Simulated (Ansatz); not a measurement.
# LiMg (Pm-3m): relaxing the cell for a phonon run

Task: relax LiMg (Pm-3m) tightly.

Main program and level: Ansatz 0.2.0; DFT PBEsol, scalar-relativistic, plane waves, PAW.

This is a report of a sequence of runs, with most program output left out.

**1. Starting point**

It takes space group Pm-3m (No. 221, cubic). The conventional cell has a = 3.415 Å, b = 3.415 Å, c = 3.415 Å, α = 90.00°, β = 90.00°, γ = 90.00°. Nearest to Li lie 8 Mg at 2.96 Å. Nearest to Mg lie 8 Li at 2.96 Å. Farther neighbours are not listed.

**2. A coarse first look**

First a cheap look: the gap decides the mesh and the occupations, the pressure tells how far the cell has to move.

Contents of input.yaml:

```yaml
crystal:
  lattice:
    - [3.415326, 0.0, 0.0]
    - [0.0, 3.415326, 0.0]
    - [0.0, 0.0, 3.415326]
  atoms:
    - { symbol: Li, position: [0.0, 0.0, 0.0] }
    - { symbol: Mg, position: [0.5, 0.5, 0.5] }
kpoints:
  mp_grid: { grid: [6, 6, 6] }
hamiltonian:
  xc: pbesol
scf:
  occupations: { method: gaussian, width: 0.1 }
output:
  forces: true
  stress: true
  eigenvalues: true
```

On the command line:

```sh
$ ansatz run input.yaml --threads 4 --pin off --max-ram 7168MiB --backend cpu --events-out ev --progress --plain --runs-dir out
```

Run time: 0.3 s. Hardware: 4 threads of Arm Neoverse V2, shared host; peak memory 0.25 GiB; 0.72 s of CPU time.

Numbers from this step:

| Property | Result |
| --- | --- |
| pressure | 0.05766 GPa |
| volume per atom | 19.92 Å³ |
| gap on the k-mesh | 0 eV |

The coarse mesh shows no gap and a pressure of 0.1 GPa.

**3. Relaxation**

Harmonic phonons are second derivatives at a point where the forces vanish, and they are wanted at zero stress, so atoms and cell are relaxed first.

input.yaml, the sections that differ from step 2:

```yaml
kpoints:
  mp_grid: { grid: [12, 12, 12] }
output:
  forces: true
  stress: true
  eigenvalues: true
  write_density: true
  write_potential: true
  elf: true
  volumetric_format: npy
relax:
  adjacent_minimum: "off"
  f_tol: 0.005
  max_steps: 80
  cell: { stress_tol: 0.05 }
# crystal, hamiltonian, scf: as in step 2
```

The job ended after 1.3 s (4 threads; peak memory 0.32 GiB; 4.2 s of CPU time).

Little changed from the start: no atom moved by 0.005 Å and no cell edge by 0.1 %.

This step gave:

```
pressure : -0.02959 GPa
```

ELF in the ac plane at fractional y = 0.000, with atoms of Li within 0.2 Å of it. It is the smooth field of the valence electrons, not physical close to the nuclei.

Values in units of 1e-1, 14 rows by 14 columns, each cell a mean:
```
9.5 8.5 3.4 0.4 1.4 3.6 4.9 5.3 4.8 3.2 0.9 0.6 4.7 9.0
6.1 4.0 1.0 0.5 2.2 4.3 5.3 5.5 5.2 4.0 1.6 0.4 1.4 4.7
0.9 0.5 0.4 1.4 3.6 5.2 5.8 5.9 5.7 5.0 3.1 1.0 0.4 0.6
0.8 1.0 1.8 3.5 5.1 5.9 6.2 6.3 6.2 5.8 4.8 3.1 1.6 0.9
2.9 3.4 4.2 5.2 5.9 6.3 6.5 6.6 6.5 6.3 5.8 5.0 4.0 3.2
4.6 4.9 5.3 5.8 6.3 6.5 6.7 6.7 6.7 6.5 6.2 5.7 5.2 4.8
5.2 5.3 5.6 6.0 6.4 6.6 6.8 6.8 6.7 6.6 6.3 5.9 5.5 5.3
4.8 5.0 5.4 5.9 6.3 6.6 6.7 6.8 6.7 6.5 6.2 5.8 5.3 4.9
3.4 3.7 4.5 5.4 6.0 6.4 6.6 6.6 6.5 6.3 5.9 5.2 4.3 3.6
1.2 1.5 2.4 4.1 5.4 6.0 6.3 6.4 6.3 5.9 5.1 3.6 2.2 1.4
0.4 0.4 0.6 1.9 4.1 5.4 5.9 6.0 5.8 5.2 3.5 1.4 0.5 0.4
4.7 2.9 0.7 0.6 2.4 4.5 5.4 5.6 5.3 4.2 1.8 0.4 1.0 3.4
9.4 7.8 2.9 0.4 1.5 3.7 5.0 5.3 4.9 3.4 1.0 0.5 4.0 8.5
9.9 9.4 4.7 0.4 1.2 3.4 4.8 5.2 4.6 2.9 0.8 0.9 6.1 9.5
```
Columns run along a (3.4 Å), rows up along c (3.4 Å). Atoms in or near the plane, at fractional coordinates: Li at (0.00, 0.00).

Valence density in the ac plane at fractional y = 0.000, with atoms of Li within 0.2 Å of it. It is the smooth field of the valence electrons, not physical close to the nuclei.

Ten steps, logarithmic in the rise over the least value, from '_' (0.1 e/Å³) to '@' (8.4 e/Å³), each cell a mean:
```
@@##==________________..++%%
**++::__________________::++
::..______________________..
____________________________
____________________________
____________________________
____________________________
____________________________
____________________________
____________________________
..__________________________
++==..__________________::==
%%##==________________..++##
@@%%++..______________::**@@
```
Columns run along a (3.4 Å), rows up along c (3.4 Å). Atoms in or near the plane, at fractional coordinates: Li at (0.00, 0.00).

Electrostatic potential energy in the ac plane at fractional y = 0.000, with atoms of Li within 0.2 Å of it. With pseudopotentials it is smooth inside the atoms' cores, unlike the true potential.

Ten even steps from '0' (-24 eV) to '9' (6 eV), each cell a mean:
```
00379999998620
13589999999752
66889999999876
88999999999998
99999999999999
99999999999999
99999999999999
99999999999999
99999999999999
89999999999999
77899999999887
23689999999853
00379999998630
00278999998610
```
Columns run along a (3.4 Å; values clipped at the 3rd and 97th percentile), rows up along c (3.4 Å). Atoms in or near the plane, at fractional coordinates: Li at (0.00, 0.00).

In this step the volume went from 19.92 to 19.92 Å³/atom.

**4. Tight relaxation**

Phonons need a cell at rest on their own settings, so the relaxation is repeated with tight tolerances on forces and stress, using the mesh and the filling of the phonon run that follows.

input.yaml, the sections that differ from step 3:

```yaml
scf:
  occupations: { method: methfessel_paxton, width: 0.15 }
output:
  forces: true
  stress: true
  eigenvalues: true
relax:
  adjacent_minimum: "off"
  f_tol: 0.001
  max_steps: 60
  cell: { stress_tol: 0.01 }
# crystal, kpoints, hamiltonian: as in step 3
```

Elapsed: 1.6 s, on 4 threads; peak memory 0.32 GiB; 5.6 s of CPU time.

Little changed from the start: no atom moved by 0.005 Å and no cell edge by 0.1 %.

This step gave:

```
pressure        : -0.001560 GPa
volume per atom : 19.89 Å³
```

The forces vanish by symmetry and the pressure is -0.002 GPa, within the tolerances set. The cell now holds 19.89 Å³/atom.

**5. Results**

* space group after relaxation (within 0.01 Å): Pm-3m
* lattice constant a: 3.414 Å
* lattice constant b: 3.414 Å
* lattice constant c: 3.414 Å
* volume per atom: 19.9 Å³

**Reading.** The forces vanish by symmetry and the pressure is -0.002 GPa, within the tolerances set. The cell now holds 19.89 Å³/atom. The relaxation keeps the symmetry of its start, so it says nothing on stability against lower symmetry. The runs are without spin polarisation, although the cell has an odd electron count.

[Logs are printed without paths, hosts, clocks, repeated set-up lines and the standing remarks that a program may print on its own settings, such as how far it seeks lower states.]

[Hosts, paths, dates, database ids (printed as entryN), source tags and the programs' standing remarks are cut or masked in the printed files.]
